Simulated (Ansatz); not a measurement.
# Phonons of Li3ClO (Pm-3m) against volume, part 2 of 2

Aim: how the phonons of Li3ClO (Pm-3m) shift with volume, and the thermal expansion that follows.

Ansatz 0.2.0; DFT PBEsol, scalar-relativistic, plane waves, PAW.

So far, highest frequency on the path or at a solved wavevector (cm⁻¹): step 2 (the dispersion) 657.

### 4. Phonons at the other volume, volume ratio 0.97

The phonons are repeated at this volume on the same k and q meshes.

File input.yaml:

```yaml
crystal:
  lattice:
    - [3.8007632083, 0.0, 0.0]
    - [0.0, 3.8007632083, 0.0]
    - [0.0, 0.0, 3.8007632083]
  atoms:
    - { symbol: Li, position: [0.0, 0.5, 0.5] }
    - { symbol: Li, position: [0.5, 0.0, 0.5] }
    - { symbol: Li, position: [0.5, 0.5, 0.0] }
    - { symbol: Cl, position: [0.0, 0.0, 0.0] }
    - { symbol: O, position: [0.5, 0.5, 0.5] }
kpoints:
  mp_grid: { grid: [6, 6, 6] }
hamiltonian:
  xc: pbesol
scf:
  occupations: { method: fixed }
output:
  eigenvalues: true
phonons:
  method: dfpt
  dielectric: true
  rigid_motions: translations
  qmesh: [2, 2, 2]
  temperatures: { t_max: 1000, t_step: 50 }
  qpath:
    path:
      - [[0.0, 0.0, 0.0], [0.0, 0.5, 0.0], [0.5, 0.5, 0.0], [0.0, 0.0, 0.0], [0.5, 0.5, 0.5], [0.0, 0.5, 0.0]]
      - [[0.5, 0.5, 0.5], [0.5, 0.5, 0.0]]
    npoints: 10
```

Run with:

```
$ ansatz run input.yaml --threads 4 --pin off --max-ram 7168MiB --backend cpu --events-out ev --progress --plain --runs-dir out
```

Numbers of over 12 decimals in the logs are rounded to 6 here.

What it wrote:

```text
[...]
Crystal: 5 atoms, lattice volume = 54.905 Å³
Basis set: ecut = 420 eV, 1045 PW (Γ), exchange–correlation on 54×54×54 points (8 copies of the dense FFT grid, shifted against one another)
Bands: 16, of which v1, the nominal top of the filled ones, is band 11 counted from 1 (10 counted from 0)
Symmetry: 48 space group operations
k-points: 80 of 216 (irreducible under 2 space group operations, time reversal used)
[...]
SCF iter   1: F=—  HF=-2237.303373 eV  |F-HF|=—  |Δ(HF+E_count)|=         —  Δρ=9.40e-3  dr2=4.22e-2  ethr=1.77e-3  ⟨swp⟩=4.3  Hψ=5552  notcnv=0  defer=113
[...]
SCF iter   7: F=-2237.289102 eV  HF=-2237.289102 eV  |F-HF|=4.59e-11  |Δ(HF+E_count)|=   1.30e-8  Δρ=5.02e-7  dr2=9.96e-11  ethr=1.00e-12  ⟨swp⟩=9.2  Hψ=8287  notcnv=0
SCF 1 converged in 7 iterations: F = -2237.289102 eV  dr2 = 9.96e-11
[...]
DFPT response loops at Γ: preconditioner auto → none (the input reference at scf.mixing.eps_inf says where Resta's filter doesn't serve); β = 0.50; Broyden in place of MSR1
── the response to a field inside a basis, on 6×6×6 k-points: an SCF that follows is theirs, and a resumed run solves both again ──
Bands: 12, of which v1, the nominal top of the filled ones, is band 11 counted from 1 (10 counted from 0)
k-points: 10 of 216
[...]
Eigensolver: Dense (10 Hₖ)
SCF iter   1: F=—  HF=-2237.290051 eV  |F-HF|=—  |Δ(HF+E_count)|=         —  Δρ=4.29e-4  dr2=1.65e-5  ethr=1.00e-1
[...]
SCF iter   4: F=-2237.290058 eV  HF=-2237.290058 eV  |F-HF|=1.68e-9  |Δ(HF+E_count)|=   5.58e-7  Δρ=2.31e-6  dr2=7.42e-10  ethr=2.90e-9
SCF 1 converged in 4 iterations: F = -2237.290058 eV  dr2 = 7.42e-10
[...]
NSCF: frozen V_eff on 20 k-points
[...]
SCF converged after 7 iterations
Free energy (F): -2237.289102 eV
[...]
Internal energy: -2237.289102 eV  (E = F + TS)
E sigma→0 (E₀):  -2237.289102 eV
Fermi energy:    3.611838 eV
[...]
--- Band table (eV; the first three rows and the last of 80) ---
  k-point 0: bands = [... 7 lower, 0.3989, 3.0454, 3.0454, 3.0454, 8.7533, 10.4993, 10.4993, 15.6642, ... 1 higher]
  k-point 1: bands = [... 7 lower, 0.5343, 2.8491, 2.9176, 2.9176, 9.1913, 10.3412, 11.1811, 14.0915, ... 1 higher]
  k-point 2: bands = [... 7 lower, 0.8771, 2.5821, 2.5821, 2.6102, 9.9437, 10.0579, 12.8065, 12.9672, ... 1 higher]
  k-point 79: bands = [... 7 lower, -0.2624, 2.7933, 2.7933, 2.7933, 12.5289, 12.5289, 12.5289, 12.6900, ... 1 higher]
--- Phonons (Γ-DFPT): 4 representative perturbations + reference, on 80 of 216 k-points (Σ response iterations 14) ---
  k mesh reduced under 2 symmetry operations, with k and −k counted as one. Each operation leaves every solved perturbation unchanged. A smaller set is not considered because the run solves the response to a homogeneous field
  ASR residual: 4.237e-4 → 0.000e0 eV/Å²; symmetrization residual: 7.804e-6 eV/Å²
  ASR residual per site (eV/Å²): 2.76e-4 2.76e-4 2.76e-4 5.67e-5 4.24e-4
[...]
ε∞ (high-frequency dielectric tensor):
        3.260939    -0.000000     0.000000
       -0.000000     3.260939     0.000000
        0.000000     0.000000     3.260939
  ε⁰ (static dielectric tensor: ions relaxed, cell fixed):
       14.134507    -0.000000     0.000000
       -0.000000    14.134507     0.000000
        0.000000     0.000000    14.134507
  ε⁰ − ε∞ (ionic part):
       10.873568    -0.000000     0.000000
       -0.000000    10.873568     0.000000
        0.000000     0.000000    10.873568
  softest optical mode at Γ: 163.82 cm⁻¹; the repairs (sum rule, projections) moved no ω² at Γ by more than (3.93 cm⁻¹)²
  Born effective charges Z* (e; rows j = field, columns β = displacement):
    site 0:
         0.98312    0.00000   -0.00000
         0.00000    1.15274    0.00000
         0.00000    0.00000    1.15274
    site 1:
         1.15274   -0.00000   -0.00000
        -0.00000    0.98312    0.00000
        -0.00000    0.00000    1.15274
    site 2:
         1.15274    0.00000   -0.00000
        -0.00000    1.15274    0.00000
         0.00000    0.00000    0.98312
    site 3:
        -1.25592    0.00000    0.00000
        -0.00000   -1.25592    0.00000
         0.00000   -0.00000   -1.25592
    site 4:
        -2.03267   -0.00000   -0.00000
         0.00000   -2.03267    0.00000
         0.00000    0.00000   -2.03267
  Z* charge neutrality: 1.701e-3 e pre-enforcement
  solved inside a basis spanned on kpoints, on 6×6×6 k-points, its susceptibility summed on 10×10×10: ε∞ is read to err by 7.7e-3, Z* by 8.3e-3 e (field_mesh: kpoints solves on kpoints); Z* is corrected for what the basis lacks
  optical modes at Γ without the LO–TO term, one row a degenerate level:
      ω (cm⁻¹)  modes    IR ((D/Å)²/amu)
        163.82      3            16.3539
        226.27      3             0.0000
        373.45      3            26.4530
        592.41      3            14.2901
  optical modes at Γ + LO–TO along q̂ = [1.0000, 0.0000, 0.0000]:
      ω (cm⁻¹)  modes    IR ((D/Å)²/amu)
        163.82      2            10.9026
        226.27      3             0.0000
        231.77      1             0.8010
        373.45      2            17.6353
        480.20      1             4.6299
        592.41      2             9.5268
        677.99      1            13.6015
  optical modes at Γ + LO–TO along q̂ = [0.0000, 1.0000, 0.0000]:
      ω (cm⁻¹)  modes    IR ((D/Å)²/amu)
        163.82      2            10.9026
        226.27      3             0.0000
        231.77      1             0.8010
        373.45      2            17.6353
        480.20      1             4.6299
        592.41      2             9.5268
        677.99      1            13.6015
  optical modes at Γ + LO–TO along q̂ = [0.0000, 0.0000, 1.0000]:
      ω (cm⁻¹)  modes    IR ((D/Å)²/amu)
        163.82      2            10.9026
        226.27      3             0.0000
        231.77      1             0.8010
        373.45      2            17.6353
        480.20      1             4.6299
        592.41      2             9.5268
        677.99      1            13.6015
--- Phonons (arbitrary-q DFPT): 4 irreducible q on the 2×2×2 mesh ---
[...]
interpolated dispersion: 63 rows × 15 modes
[...]
```

The job ended after 43 s (4 threads of Arm Neoverse V2, shared host; peak memory 0.59 GiB; 2.5 min of CPU time).

Numbers from this step:

```
sum-rule residual before enforcement                    : 4.24e-4 eV/Å²
miss of the charge sum rule                             : 0.001701 e
estimated error of the dielectric tensor                : 0.007709
estimated error of the Born charges                     : 0.008320 e
highest frequency on the path or at a solved wavevector : 682.5 cm⁻¹
mean frequency                                          : 320.5 cm⁻¹
Debye temperature (second moment)                       : 677 K
logarithmic mean frequency                              : 271.6 cm⁻¹
highest optical mode at the zone centre (no LO-TO term) : 592.4 cm⁻¹
lowest optical zone-centre mode                         : 163.8 cm⁻¹
mean high-frequency dielectric constant                 : 3.261
largest Born charge (third of the trace)                : -2.033 e
mean static dielectric constant                         : 14.13
top of the zone-centre spectrum with the field          : 678.0 cm⁻¹
lowest mode on the q mesh (acoustic modes at Γ apart)   : 34.8 cm⁻¹
zero-point energy per atom                              : 59.61 meV
```

Frequencies (cm⁻¹) solved at each irreducible wavevector; negative means imaginary. Frequencies by wavevector, by row:

| q in reciprocal lattice units | star | mode 1 | mode 2 | mode 3 | mode 4 | mode 13 | mode 14 | mode 15 |
| --- | --- | --- | --- | --- | --- | --- | --- | --- |
| 0 0 0 | 1 | 0 | 0 | 0 | 163.8 | 592.4 | 592.4 | 592.4 |
| 0 0 -0.5 | 3 | 135.9 | 135.9 | 163.2 | 163.2 | 574 | 589.4 | 589.4 |
| 0 -0.5 -0.5 | 3 | 58.5 | 129.7 | 129.7 | 131 | 496.7 | 586.6 | 646.5 |
| -0.5 -0.5 -0.5 | 1 | 34.8 | 34.8 | 34.8 | 157.1 | 476.7 | 476.7 | 682.5 |

The highest optical mode at the zone centre (no LO-TO term) is 592.4 cm⁻¹, +34.8 cm⁻¹ against the base run.

### 5. Relaxing at another volume, volume ratio 1.03

The volume is scaled by 1.03 and held; symmetry leaves nothing to relax, so this is a single point. The modes can then be followed against volume.

File input.yaml:

```yaml
crystal:
  lattice:
    - [3.8775669961, 0.0, 0.0]
    - [0.0, 3.8775669961, 0.0]
    - [0.0, 0.0, 3.8775669961]
  atoms:
    - { symbol: Li, position: [0.0, 0.5, 0.5] }
    - { symbol: Li, position: [0.5, 0.0, 0.5] }
    - { symbol: Li, position: [0.5, 0.5, 0.0] }
    - { symbol: Cl, position: [0.0, 0.0, 0.0] }
    - { symbol: O, position: [0.5, 0.5, 0.5] }
kpoints:
  mp_grid: { grid: [6, 6, 6] }
hamiltonian:
  xc: pbesol
scf:
  occupations: { method: fixed }
output:
  forces: true
  stress: true
  eigenvalues: true
```

What it wrote:

```text
[...]
Crystal: 5 atoms, lattice volume = 58.301 Å³
Basis set: ecut = 420 eV, 1141 PW (Γ), exchange–correlation on 54×54×54 points (8 copies of the dense FFT grid, shifted against one another)
Bands: 16, of which v1, the nominal top of the filled ones, is band 11 counted from 1 (10 counted from 0)
Symmetry: 48 space group operations
[...]
k-points: 20 of 216
[...]
k-point 0: bands = [... 7 lower, 0.0644, 2.5784, 2.5784, 2.5784, 7.8510, 9.9758, 9.9758, 14.8671, ... 1 higher]
  k-point 1: bands = [... 7 lower, 0.1868, 2.3942, 2.4658, 2.4658, 8.3012, 9.8351, 10.5832, 13.4144, ... 1 higher]
  k-point 2: bands = [... 7 lower, 0.4905, 2.1640, 2.1752, 2.1752, 9.1140, 9.5811, 11.9180, 12.3212, ... 1 higher]
  k-point 19: bands = [... 7 lower, -0.5586, 2.3624, 2.3624, 2.3624, 11.8216, 11.8216, 11.8216, 11.8256, ... 1 higher]
[key lines of the parts left out:]
SCF converged after 7 iterations
Free energy (F): -2237.289869 eV
Fermi energy:    3.101583 eV
P = ⅓ Tr σ = -1.5550 GPa (-15.550 kbar)
```

Wall time 0.53 s (4 threads); peak memory 0.3 GiB; 1.5 s of CPU time.

Numbers from this step:

```yaml
pressure: -1.555 GPa
gap_on_the_k_mesh: 4.725 eV
volume_per_atom: 11.66 Å³
direct_gap_on_mesh: 4.725 eV
```

At this level the gap is 4.73 eV on the k-mesh of the self-consistent run, which can miss the band edges.

### 6. Phonons at the other volume, volume ratio 1.03

The phonons are repeated at this volume on the same k and q meshes.

input.yaml, the sections that differ from step 5:

```yaml
output:
  eigenvalues: true
phonons:
  method: dfpt
  dielectric: true
  rigid_motions: translations
  qmesh: [2, 2, 2]
  temperatures: { t_max: 1000, t_step: 50 }
  qpath:
    path:
      - [[0.0, 0.0, 0.0], [0.0, 0.5, 0.0], [0.5, 0.5, 0.0], [0.0, 0.0, 0.0], [0.5, 0.5, 0.5], [0.0, 0.5, 0.0]]
      - [[0.5, 0.5, 0.5], [0.5, 0.5, 0.0]]
    npoints: 10
# crystal, kpoints, hamiltonian, scf: as in step 5
```

What it wrote:

```text
[...]
Crystal: 5 atoms, lattice volume = 58.301 Å³
Basis set: ecut = 420 eV, 1141 PW (Γ), exchange–correlation on 54×54×54 points (8 copies of the dense FFT grid, shifted against one another)
Bands: 16, of which v1, the nominal top of the filled ones, is band 11 counted from 1 (10 counted from 0)
Symmetry: 48 space group operations
k-points: 80 of 216 (irreducible under 2 space group operations, time reversal used)
[...]
ω (cm⁻¹)  modes    IR ((D/Å)²/amu)
[...]
optical modes at Γ + LO–TO along q̂ = [0.0000, 0.0000, 1.0000]:
      ω (cm⁻¹)  modes    IR ((D/Å)²/amu)
[...]
370.25      2            18.1402
        458.30      1             2.6901
        524.48      2             8.5371
        624.79      1            15.3294
--- Phonons (arbitrary-q DFPT): 4 irreducible q on the 2×2×2 mesh ---
[...]
interpolated dispersion: 63 rows × 15 modes
[...]
[key lines of the parts left out:]
SCF converged after 9 iterations
Free energy (F): -2237.289869 eV
Fermi energy:    3.101637 eV
```

Elapsed: 44 s, on 4 threads; peak memory 0.61 GiB; 2.7 min of CPU time.

This step gave:

- sum-rule residual before enforcement: 4.32e-4 eV/Å²
- miss of the charge sum rule: 0.001634 e
- estimated error of the dielectric tensor: 0.007622
- estimated error of the Born charges: 0.008371 e
- highest frequency on the path or at a solved wavevector: 632.5 cm⁻¹
- mean frequency: 298.3 cm⁻¹
- Debye temperature (second moment): 628 K
- logarithmic mean frequency: 253.3 cm⁻¹
- highest optical mode at the zone centre (no LO-TO term): 524.5 cm⁻¹
- lowest optical zone-centre mode: 138.7 cm⁻¹
- mean high-frequency dielectric constant: 3.212
- largest Born charge (third of the trace): -2.011 e
- mean static dielectric constant: 16.76
- top of the zone-centre spectrum with the field: 624.8 cm⁻¹
- lowest mode on the q mesh (acoustic modes at Γ apart): 51.99 cm⁻¹
- zero-point energy per atom: 55.48 meV

Frequencies (cm⁻¹) solved at each irreducible wavevector; negative means imaginary. Frequencies by wavevector, by row:

| q in reciprocal lattice units | star | mode 1 | mode 2 | mode 3 | mode 4 | mode 13 | mode 14 | mode 15 |
| --- | --- | --- | --- | --- | --- | --- | --- | --- |
| 0 0 0 | 1 | 0 | 0 | 0 | 138.7 | 524.5 | 524.5 | 524.5 |
| 0 0 -0.5 | 3 | 118.8 | 118.8 | 152.5 | 152.5 | 521 | 521 | 554.6 |
| 0 -0.5 -0.5 | 3 | 68.8 | 110.5 | 110.5 | 116 | 482.5 | 517.9 | 595.1 |
| -0.5 -0.5 -0.5 | 1 | 52 | 52 | 52 | 136.2 | 416.2 | 416.2 | 632.5 |

The highest optical mode at the zone centre (no LO-TO term) is 524.5 cm⁻¹, -33.1 cm⁻¹ against the base run.

### 7. Grüneisen parameters

The Grüneisen parameter of a mode is minus the logarithmic change of its frequency with volume, −d ln ω / d ln V; weighted by heat capacity it gives the expansion.

Numbers from this step:

- bulk modulus: 55.9 GPa

Phonon branches along the path, in cm⁻¹:

| point | branch 1 | branch 2 | branch 3 | branch 4 | branch 12 | branch 13 | branch 14 | branch 15 |
| --- | --- | --- | --- | --- | --- | --- | --- | --- |
| Γ | 0 | 0 | 0 | 151 | 470 | 558 | 558 | 650 |
| halfway | 91 | 91 | 129 | 154 | 489 | 556 | 556 | 623 |
| X | 127 | 127 | 158 | 158 | 542 | 554 | 554 | 564 |
| halfway | 120 | 125 | 129 | 143 | 481 | 521 | 553 | 607 |
| M | 64 | 120 | 120 | 123 | 446 | 490 | 552 | 620 |
| halfway | 102 | 115 | 140 | 148 | 495 | 509 | 554 | 627 |
| Γ | 0 | 0 | 0 | 151 | 470 | 558 | 558 | 650 |
| halfway | 122 | 122 | 143 | 148 | 480 | 511 | 511 | 640 |
| R | 45 | 45 | 45 | 147 | 410 | 446 | 446 | 657 |
| halfway | 119 | 127 | 138 | 138 | 475 | 482 | 513 | 636 |
| X | 127 | 127 | 158 | 158 | 542 | 554 | 554 | 564 |
| jump to R | 45 | 45 | 45 | 147 | 410 | 446 | 446 | 657 |
| halfway | 55 | 134 | 134 | 137 | 434 | 446 | 501 | 646 |
| M | 64 | 120 | 120 | 123 | 446 | 490 | 552 | 620 |

The same for volume x 0.97:

| point | branch 1 | branch 2 | branch 3 | branch 4 | branch 12 | branch 13 | branch 14 | branch 15 |
| --- | --- | --- | --- | --- | --- | --- | --- | --- |
| Γ | 0 | 0 | 0 | 164 | 480 | 592 | 592 | 678 |
| X | 136 | 136 | 163 | 163 | 570 | 574 | 589 | 589 |
| M | 58 | 130 | 130 | 131 | 476 | 497 | 587 | 646 |
| Γ | 0 | 0 | 0 | 164 | 480 | 592 | 592 | 678 |
| R | 35 | 35 | 35 | 157 | 425 | 477 | 477 | 682 |
| X | 136 | 136 | 163 | 163 | 570 | 574 | 589 | 589 |
| R | 35 | 35 | 35 | 157 | 425 | 477 | 477 | 682 |
| M | 58 | 130 | 130 | 131 | 476 | 497 | 587 | 646 |

The same for volume x 1.03:

| point | branch 1 | branch 2 | branch 3 | branch 4 | branch 12 | branch 13 | branch 14 | branch 15 |
| --- | --- | --- | --- | --- | --- | --- | --- | --- |
| Γ | 0 | 0 | 0 | 139 | 458 | 524 | 524 | 625 |
| X | 119 | 119 | 152 | 152 | 516 | 521 | 521 | 555 |
| M | 69 | 110 | 110 | 116 | 416 | 482 | 518 | 595 |
| Γ | 0 | 0 | 0 | 139 | 458 | 524 | 524 | 625 |
| R | 52 | 52 | 52 | 136 | 395 | 416 | 416 | 632 |
| X | 119 | 119 | 152 | 152 | 516 | 521 | 521 | 555 |
| R | 52 | 52 | 52 | 136 | 395 | 416 | 416 | 632 |
| M | 69 | 110 | 110 | 116 | 416 | 482 | 518 | 595 |

Mode Grueneisen parameter -dln(w)/dln(V), modes matched by rank; at Γ the acoustic branches take the value of a neighbouring point of the path. Mode grüneisen parameters along the path, in :

| point | branch 1 | branch 2 | branch 3 | branch 4 | branch 12 | branch 13 | branch 14 | branch 15 |
| --- | --- | --- | --- | --- | --- | --- | --- | --- |
| Γ | 0.74 | 0.74 | 1.83 | 2.77 | 0.78 | 2.03 | 2.03 | 1.36 |
| halfway | 1.11 | 1.11 | 1.62 | 2.29 | 0.88 | 2.04 | 2.04 | 1.27 |
| X | 2.24 | 2.24 | 1.13 | 1.13 | 1.63 | 1.61 | 2.06 | 1.01 |
| halfway | 1.27 | 2.14 | 1.17 | 1.82 | 2.15 | 0.57 | 2.07 | 1.52 |
| M | -2.70 | 2.66 | 2.66 | 2.03 | 2.26 | 0.48 | 2.08 | 1.38 |
| halfway | 1.80 | 1.59 | 1.53 | 1.66 | 0.91 | 1.84 | 2.06 | 1.44 |
| Γ | 1.89 | 0.70 | 1.38 | 2.77 | 0.78 | 2.03 | 2.03 | 1.36 |
| halfway | 1.89 | 1.89 | 1.75 | 1.51 | 0.49 | 2.13 | 2.13 | 1.46 |
| R | -6.69 | -6.69 | -6.69 | 2.38 | 1.21 | 2.26 | 2.26 | 1.27 |
| halfway | 0.28 | 2.24 | 1.95 | 1.88 | 1.65 | 1.11 | 2.12 | 1.44 |
| X | 2.24 | 2.24 | 1.13 | 1.13 | 1.63 | 1.61 | 2.06 | 1.01 |
| jump to R | -6.69 | -6.69 | -6.69 | 2.38 | 1.21 | 2.26 | 2.26 | 1.27 |
| halfway | -3.96 | 2.02 | 2.02 | 2.10 | 0.92 | 1.80 | 2.11 | 1.35 |
| M | -2.70 | 2.66 | 2.66 | 2.03 | 2.26 | 0.48 | 2.08 | 1.38 |

(dS/dlnV)/C_V. Thermodynamic Grueneisen parameter against temperature:

| temperature (K) | thermodynamic Grueneisen parameter |
| --- | --- |
| 50 | 1.20 |
| 100 | 1.19 |
| 150 | 1.15 |
| 200 | 1.14 |
| 250 | 1.14 |
| 300 | 1.14 |
| 350 | 1.15 |
| 400 | 1.15 |
| 450 | 1.15 |
| 500 | 1.15 |
| 550 | 1.15 |
| 600 | 1.16 |
| 650 | 1.16 |
| 700 | 1.16 |
| 750 | 1.16 |
| 800 | 1.16 |
| 850 | 1.16 |
| 900 | 1.16 |
| 950 | 1.16 |
| 1000 | 1.16 |

Gamma C_V/(B V) at the static volume. Table of volume expansion by temperature:

| temperature (K) | volume expansion (1e-6/K) |
| --- | --- |
| 50 | 10.3 |
| 100 | 28.5 |
| 150 | 40.7 |
| 200 | 49.8 |
| 250 | 56.3 |
| 300 | 60.9 |
| 350 | 64.2 |
| 400 | 66.5 |
| 450 | 68.2 |
| 500 | 69.6 |
| 550 | 70.6 |
| 600 | 71.4 |
| 650 | 72.0 |
| 700 | 72.5 |
| 750 | 73.0 |
| 800 | 73.3 |
| 850 | 73.6 |
| 900 | 73.8 |
| 950 | 74.1 |
| 1000 | 74.2 |

### 8. Outcome

| Property | Result |
| --- | --- |
| bulk modulus | 55.9 GPa |
| gap deformation potential | -0.761 eV |
| thermodynamic Grüneisen parameter at 300 K | 1.144 |
| volume expansion at 300 K, estimated | 60.9 × 10⁻⁶ K⁻¹ |

What this shows: By this estimate the volume grows by 60.9 × 10⁻⁶ per kelvin at 300 K. Without the field, the highest optical mode at Γ goes from 592 to 524 cm⁻¹ as the cell grows, a Grüneisen parameter of 2.03. Mode parameters on the path run from -6.7 to 2.8, with a median of 1.1. Modes with negative values stiffen as the cell grows and pull against the expansion. Branches are matched by rank, so values near crossings are rough. The expansion is the Grüneisen estimate at the static volume, with the static bulk modulus. The q mesh stands for a supercell only 7.7 Å across, so branches between the solved wavevectors are rough.

[Logs are printed without paths, hosts, clocks, repeated set-up lines and the standing remarks that a program may print on its own settings, such as how far it seeks lower states.]

[Hosts, paths, dates, database ids (printed as entryN), source tags and the programs' standing remarks are cut or masked in the printed files.]
